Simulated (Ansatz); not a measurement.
# What Ca2C (model cell, started as cuprite) distorts into

Aim: this structure of Ca2C (model cell, started as cuprite) is to be tested for unstable modes, and one is followed downhill.

Method: DFT PBEsol, scalar-relativistic, plane waves, PAW, in Ansatz 0.2.0.

Report form: the programs' logs are mostly left out.

The structure was built from a prototype and need not be the compound's stable phase.

### Step 1. Set-up

The structure is cubic, space group Pn-3m (No. 224). Conventional cell: a = 5.492 Å, b = 5.492 Å, c = 5.492 Å, α = 90.00°, β = 90.00°, γ = 90.00°. Nearest to C lie 4 Ca at 2.38 Å. Nearest to Ca lie 2 C at 2.38 Å. Farther neighbours are not listed.

Coordinates:

```cif
data_structure
_symmetry_space_group_name_H-M 'P 1'
_symmetry_Int_Tables_number 1
_cell_length_a 5.4922
_cell_length_b 5.4922
_cell_length_c 5.4922
_cell_angle_alpha 90.000
_cell_angle_beta 90.000
_cell_angle_gamma 90.000
_cell_volume 165.66
loop_
_atom_site_label
_atom_site_type_symbol
_atom_site_fract_x
_atom_site_fract_y
_atom_site_fract_z
_atom_site_occupancy
C1 C 0.00000 0.00000 0.00000 1
C2 C 0.50000 0.50000 0.50000 1
Ca3 Ca 0.25000 0.25000 0.25000 1
Ca4 Ca 0.75000 0.75000 0.25000 1
Ca5 Ca 0.75000 0.25000 0.75000 1
Ca6 Ca 0.25000 0.75000 0.75000 1
```

### Step 2. Modes at Γ

The cell comes from relaxations at this level that are not shown. The zone centre is the only wavevector solved here; it holds the modes that light can see, as far as symmetry allows. No field response is asked, since the mesh shows no gap.

input.yaml

```yaml
crystal:
  lattice:
    - [5.4921644401, 0.0, 0.0]
    - [0.0, 5.4921644401, 0.0]
    - [0.0, 0.0, 5.4921644401]
  atoms:
    - { symbol: C, position: [0.0, 0.0, 0.0] }
    - { symbol: C, position: [0.5, 0.5, 0.5] }
    - { symbol: Ca, position: [0.25, 0.25, 0.25] }
    - { symbol: Ca, position: [0.75, 0.75, 0.25] }
    - { symbol: Ca, position: [0.75, 0.25, 0.75] }
    - { symbol: Ca, position: [0.25, 0.75, 0.75] }
kpoints:
  mp_grid: { grid: [6, 6, 6] }
hamiltonian:
  xc: pbesol
scf:
  occupations: { method: methfessel_paxton, width: 0.15 }
output:
  eigenvalues: true
phonons:
  method: dfpt
```

The run is started by

```
$ ansatz run input.yaml --threads 8 --pin off --max-ram 14336MiB --backend cpu --events-out ev --progress --plain --runs-dir out
```

Run time: 16 s. Hardware: 8 threads of Arm Neoverse V1, shared host; peak memory 1.5 GiB; 1.9 min of CPU time.

Numbers from this step:

- volume per atom: 27.61 Å³
- gap on the k-mesh: 0 eV
- sum-rule residual before enforcement: 6.70e-6 eV/Å²
- point group: m-3m
- highest optical mode at the zone centre (no LO-TO term): 399.7 cm⁻¹
- lowest optical zone-centre mode: -155.2 cm⁻¹

Patterns of degenerate modes are one choice out of their space. The modes at Γ (shares of kinetic energy by element, %) (negative means imaginary):

| mode | frequency (cm⁻¹) | symmetry | C % | Ca % |
| --- | --- | --- | --- | --- |
| 1 | -155.2 | T1u | 30 | 70 |
| 2 | -155.2 | T1u | 30 | 70 |
| 3 | -155.2 | T1u | 30 | 70 |
| 4 | 0.0 | acoustic | 13 | 87 |
| 5 | 0.0 | acoustic | 13 | 87 |
| 6 | 0.0 | acoustic | 13 | 87 |
| 7 | 108.8 | T2u | 0 | 100 |
| 8 | 108.8 | T2u | 0 | 100 |
| 9 | 108.8 | T2u | 0 | 100 |
| 10 | 172.9 | Eu | 0 | 100 |
| 11 | 172.9 | Eu | 0 | 100 |
| 12 | 257.0 | A2u | 0 | 100 |
| 13 | 388.4 | T2g | 100 | 0 |
| 14 | 388.4 | T2g | 100 | 0 |
| 15 | 388.4 | T2g | 100 | 0 |
| 16 | 399.7 | T1u | 57 | 43 |
| 17 | 399.7 | T1u | 57 | 43 |
| 18 | 399.7 | T1u | 57 | 43 |

Displacements in mode 3 (-155.2 cm⁻¹), the largest set to 1:
```
C1   0.08 -0.31  1.00
C2   0.08 -0.31  1.00
Ca3  0.27  0.48 -0.25
Ca4 -0.54 -0.33 -0.05
Ca5  0.52 -0.39  0.01
Ca6 -0.29  0.42 -0.31
```

Displacements in mode 16 (399.7 cm⁻¹), the largest set to 1:
```
C1   0.00  0.28  1.00
C2   0.00  0.28  1.00
Ca3 -0.27 -0.25 -0.21
Ca4  0.15  0.17 -0.09
Ca5 -0.15  0.17 -0.09
Ca6  0.27 -0.25 -0.21
```

Before it was imposed, the acoustic sum rule was missed by 6.7e-6 eV/Å². Small misses are needed for a sound result but don't prove that mesh and cutoff are converged. The lowest optical mode is imaginary, 155.2i cm⁻¹, so the energy falls along it.

### Step 3. The mode frozen in, largest atomic shift 0 Å

The mode followed lies at Γ with frequency 155.1i cm⁻¹ and is 3-fold degenerate, the softest among the wavevectors solved. At small amplitude the distorted cell has space group no. 160 by a symmetry search on the positions. The undistorted cell that holds it gives the zero of energy on the same k mesh.

input.yaml: that of step 2 with these lines changed.

```diff
@@ -19,4 +19,4 @@
 output:
+  forces: true
+  stress: true
   eigenvalues: true
-phonons:
-  method: dfpt
```

Elapsed: 0.95 s, on 8 threads; peak memory 0.56 GiB.

This step gave:

```
pressure                         : 0.001820 GPa
energy from the undistorted cell : 0 meV/atom
```

The run ends at a pressure of 0.00 GPa.

### Step 4. The mode frozen in, largest atomic shift 0.32 Å

The atoms are moved along the unstable eigenvector, the largest shift by 0.32 Å, with the cell fixed.

input.yaml

```yaml
crystal:
  lattice:
    - [5.4921644401, 0.0, 0.0]
    - [0.0, 5.4921644401, 0.0]
    - [0.0, 0.0, 5.4921644401]
  atoms:
    - { symbol: C, position: [-0.0336392124, -0.0336392124, 0.0336392124] }
    - { symbol: C, position: [0.4663607876, 0.4663607876, 0.5336392124] }
    - { symbol: Ca, position: [0.2550406779, 0.2550406779, 0.217731834] }
    - { symbol: Ca, position: [0.7278131899, 0.7278131899, 0.2721868101] }
    - { symbol: Ca, position: [0.782268166, 0.2550406779, 0.7449593221] }
    - { symbol: Ca, position: [0.2550406779, 0.782268166, 0.7449593221] }
kpoints:
  mp_grid: { grid: [6, 6, 6] }
hamiltonian:
  xc: pbesol
scf:
  occupations: { method: methfessel_paxton, width: 0.15 }
output:
  forces: true
  stress: true
  eigenvalues: true
  write_density: true
  write_potential: true
  elf: true
  volumetric_format: npy
```

Elapsed: 2.7 s, on 8 threads; peak memory 0.57 GiB; 19 s of CPU time.

Numbers from this step:

```yaml
pressure: -1.236 GPa
energy_from_the_undistorted_cell: -29.88 meV/atom
```

The energy, extrapolated to zero smearing, is -29.88 meV/atom against the undistorted cell.

The run ends at a pressure of -1.24 GPa, with forces up to 0.91 eV/Å.

### Step 5. Energy along the mode, all amplitudes (two of the runs are shown above)

An imaginary frequency means negative curvature, so the energy should fall and then rise again as anharmonic terms take over.

Numbers from this step:

- depth at the lowest point sampled: 29.88 meV/atom
- largest atomic shift at that point: 0.32 Å

Energy from the parent against largest atomic shift:

| largest atomic shift (Å) | energy from the parent (meV/atom) |
| --- | --- |
| 0.000 | 0 |
| 0.040 | -0.986 |
| 0.080 | -3.70 |
| 0.140 | -10.1 |
| 0.220 | -20.4 |
| 0.320 | -29.9 |
| 0.450 | -28.0 |
| 0.600 | 0.374 |

Displacement at unit largest shift by atom:

| atom | x (Å) | y (Å) | z (Å) | size |
| --- | --- | --- | --- | --- |
| C1 | -0.577 | -0.577 | 0.577 | 0.999 |
| C2 | -0.577 | -0.577 | 0.577 | 0.999 |
| Ca3 | 0.087 | 0.087 | -0.554 | 0.567 |
| Ca4 | -0.381 | -0.381 | 0.381 | 0.660 |
| Ca5 | 0.554 | 0.087 | -0.087 | 0.567 |
| Ca6 | 0.087 | 0.554 | -0.087 | 0.567 |

The lowest of the steps tried is at 0.32 Å, 29.9 meV/atom below the parent; the bottom of the well need not coincide with a step.

### Step 6. Relaxation from the frozen mode

Starting from the lowest point found, all atoms and the cell are let go, so that strain and other modes of the same symmetry can join in.

input.yaml: that of step 4 with these lines changed.

```diff
@@ -22,5 +22,6 @@
   eigenvalues: true
-  write_density: true
-  write_potential: true
-  elf: true
-  volumetric_format: npy
+relax:
+  adjacent_minimum: "off"
+  f_tol: 0.002
+  max_steps: 120
+  cell: { stress_tol: 0.03 }
```

The job ended after 31 s (8 threads; peak memory 0.6 GiB; 3.8 min of CPU time).

Step by step:

| step | energy less that of the first step (eV) | largest force component (eV/Å) | pressure (GPa) | volume (Å³) |
| --- | --- | --- | --- | --- |
| 1 | 0.0000 | 0.5276 | -1.24 | 165.66 |
| 2 | -0.2804 | 0.4261 | -0.26 | 155.02 |
| 3 | -0.4689 | 0.3624 | -0.71 | 151.02 |
| 4 | -0.6274 | 0.2399 | -0.76 | 145.87 |
| 5 | -0.7089 | 0.0767 | -0.19 | 140.35 |
| 6 | -0.7314 | 0.1962 | 0.28 | 137.75 |
| 7 | -0.7472 | 0.1199 | -0.28 | 138.46 |
| 8 | -0.7590 | 0.0156 | 0.04 | 137.67 |
| 9 | -0.7590 | 0.0016 | -0.02 | 137.81 |
| 10* | -0.7542 | 0.0016 | -0.08 | 137.81 |
| 11 | -0.7544 | 0.0036 | -0.01 | 137.50 |
| 12 | -0.7544 | 0.0037 | 0.00 | 137.46 |
| 13 | -0.7544 | 0.0053 | 0.00 | 137.48 |
| 14 | -0.7544 | 0.0009 | 0.00 | 137.47 |
| 15* | -0.7543 | 0.0009 | 0.00 | 137.47 |

Relaxation steps marked * repeat the geometry before them on a plane-wave basis chosen anew for their cell, so energy and pressure can jump there. Relaxation step 13 was tried and not accepted.

Forces are held to the 6 operations that the run works with; a distortion that breaks them can't arise in this run.

| conventional cell, symmetrised | before | after | change |
| --- | --- | --- | --- |
| a (Å) | 7.767 | 7.190 | -7.4 % |
| b (Å) | 7.767 | 7.190 | -7.4 % |
| c (Å) | 9.513 | 9.212 | -3.2 % |
| volume (Å³/atom) | 27.61 | 22.91 | -17.0 % |

The atoms that moved most (Å, as changes of fractional coordinates times the final cell):

| atom | dx | dy | dz | length |
| --- | --- | --- | --- | --- |
| C2 | -0.562 | -0.562 | 0.562 | 0.973 |
| Ca3 | 0.149 | 0.149 | -0.250 | 0.328 |
| Ca6 | 0.149 | 0.250 | -0.149 | 0.328 |
| Ca5 | 0.250 | 0.149 | -0.149 | 0.328 |
| C1 | 0.026 | 0.026 | -0.026 | 0.045 |
| Ca4 | -0.013 | -0.013 | 0.013 | 0.023 |

This step gave:

```
pressure        : 3.31e-4 GPa
volume per atom : 22.91 Å³
```

The distorted start has space group R3m; the relaxation ends in R3m.

### Step 7. The new phase in its own primitive cell

The relaxed structure is symmetrised, reduced to its primitive cell and relaxed tightly, as its phonons need.

input.yaml, the sections that differ from step 6:

```yaml
crystal:
  lattice:
    - [3.5949516254, 2.0755462887, 3.0705478012]
    - [-3.5949516254, 2.0755462887, 3.0705478012]
    - [0.0, -4.1510925774, 3.0705478012]
  atoms:
    - { symbol: C, position: [0.9712512261, 0.9712512261, 0.9712512261] }
    - { symbol: C, position: [0.3606879705, 0.3606879705, 0.3606879705] }
    - { symbol: Ca, position: [0.2828552191, 0.8298980715, 0.2828552191] }
    - { symbol: Ca, position: [0.7253365806, 0.7253365806, 0.7253365806] }
    - { symbol: Ca, position: [0.8298980715, 0.2828552191, 0.2828552191] }
    - { symbol: Ca, position: [0.2828552191, 0.2828552191, 0.8298980715] }
relax:
  adjacent_minimum: "off"
  f_tol: 0.001
  max_steps: 60
  cell: { stress_tol: 0.01 }
# kpoints, hamiltonian, scf, output: as in step 6
```

The job ended after 7.9 s (8 threads; peak memory 0.55 GiB).

Little changed from the start: no atom moved by 0.005 Å and no cell edge by 0.1 %.

Numbers from this step:

```
pressure : -3.38e-4 GPa
```

The largest force component left is 0.77 meV/Å and the pressure is 0.000 GPa, within the tolerances set. The cell now holds 22.91 Å³/atom.

### Step 8. Modes of the new phase

A relaxed structure may still be a saddle point, so its zone-centre modes are computed. No field response is asked, since the mesh shows no gap.

input.yaml

```yaml
crystal:
  lattice:
    - [3.5951061444, 2.0756355003, 3.0705957006]
    - [-3.5951061444, 2.0756355003, 3.0705957006]
    - [0.0, -4.1512710005, 3.0705957006]
  atoms:
    - { symbol: C, position: [0.9712975657, 0.9712975657, 0.9712975657] }
    - { symbol: C, position: [0.3606224218, 0.3606224218, 0.3606224218] }
    - { symbol: Ca, position: [0.2828662621, 0.8298400788, 0.2828662621] }
    - { symbol: Ca, position: [0.7253916963, 0.7253916963, 0.7253916963] }
    - { symbol: Ca, position: [0.8298400788, 0.2828662621, 0.2828662621] }
    - { symbol: Ca, position: [0.2828662621, 0.2828662621, 0.8298400788] }
kpoints:
  mp_grid: { grid: [6, 6, 6] }
hamiltonian:
  xc: pbesol
scf:
  occupations: { method: methfessel_paxton, width: 0.15 }
output:
  eigenvalues: true
phonons:
  method: dfpt
```

Elapsed: 58 s, on 8 threads; peak memory 1.8 GiB; 7.2 min of CPU time.

This step gave:

```
sum-rule residual before enforcement                    : 5.32e-5 eV/Å²
point group                                             : 3m
highest optical mode at the zone centre (no LO-TO term) : 565.9 cm⁻¹
lowest optical zone-centre mode                         : -54.98 cm⁻¹
```

Patterns of degenerate modes are one choice out of their space. Modes at Γ, with each element's share of the kinetic energy (negative means imaginary):

| mode | frequency (cm⁻¹) | symmetry | C % | Ca % |
| --- | --- | --- | --- | --- |
| 1 | -55.0 | E | 32 | 68 |
| 2 | -55.0 | E | 32 | 68 |
| 3 | 0.0 | acoustic | 13 | 87 |
| 4 | 0.0 | acoustic | 13 | 87 |
| 5 | 0.0 | acoustic | 13 | 87 |
| 6 | 123.5 | A2 | 0 | 100 |
| 7 | 132.8 | E | 6 | 94 |
| 8 | 132.8 | E | 6 | 94 |
| 9 | 142.3 | A1 | 21 | 79 |
| 10 | 211.5 | E | 0 | 100 |
| 11 | 211.5 | E | 0 | 100 |
| 12 | 248.3 | A1 | 75 | 25 |
| 13 | 286.4 | A1 | 3 | 97 |
| 14 | 341.0 | E | 60 | 40 |
| 15 | 341.0 | E | 60 | 40 |
| 16 | 353.8 | E | 90 | 10 |
| 17 | 353.8 | E | 90 | 10 |
| 18 | 565.9 | A1 | 89 | 11 |

Displacements in mode 1 (-55.0 cm⁻¹), the largest set to 1:
```
C1   0.00 -1.00  0.00
C2   0.00 -0.46  0.00
Ca3  0.30  0.12  0.09
Ca4  0.00  0.60  0.00
Ca5 -0.30  0.12  0.09
Ca6  0.00 -0.40 -0.19
```

Displacements in mode 14 (341.0 cm⁻¹), the largest set to 1:
```
C1   0.01  1.00  0.00
C2   0.00 -0.01  0.00
Ca3  0.16 -0.02  0.09
Ca4  0.00  0.06  0.00
Ca5 -0.16 -0.03  0.10
Ca6  0.00 -0.30 -0.19
```

Before it was imposed, the acoustic sum rule was missed by 5.3e-5 eV/Å². Small misses are needed for a sound result but don't prove that mesh and cutoff are converged. The lowest optical mode is imaginary, 55.0i cm⁻¹, so the energy falls along it.

### Step 9. Summary of results

- unstable mode of the parent: q = (0, 0, 0), 155i cm⁻¹
- depth at the lowest point sampled: 29.9 meV/atom
- largest atomic shift at that point: 0.32 Å
- space group reached (within 0.01 Å): R3m
- energy gained over the parent (first relaxation, on the mesh of the frozen mode): 155 meV/atom
- volume per atom, phase reached: 22.9 Å³
- lowest optical zone-centre mode, phase reached: -55.0 cm⁻¹
- highest optical mode at the zone centre (no LO-TO term), phase reached: 566 cm⁻¹

Along this mode the structure falls into R3m, 155 meV/atom below the parent. At the parent's cell the well is 29.88 meV/atom deep on the steps tried, with its lowest point at a shift of 0.32 Å. Relaxing atoms and cell changes the gain by +125.53 meV/atom against the lowest step (energies at zero smearing). Most of the total comes from this relaxation. The new phase still has an imaginary mode at the zone centre of its cell, so it is a saddle point on the way to a lower structure. Of the 3 patterns followed to their end from this parent, this one ends 264 meV/atom above the lowest, P4_2/mnm. Each path keeps the symmetry of its pattern, so a lower phase may lie along a pattern not tried. With no gap, or one that is small against the smearing, the frequencies hang on the k mesh and the smearing, most of all near Kohn anomalies. The starting cell was built on a prototype and not taken from a measurement, so the phase need not exist.

[Logs are printed without paths, hosts, clocks, repeated set-up lines and the standing remarks that a program may print on its own settings, such as how far it seeks lower states.]

[Hosts, paths, dates, database ids (printed as entryN), source tags and the programs' standing remarks are cut or masked in the printed files.]
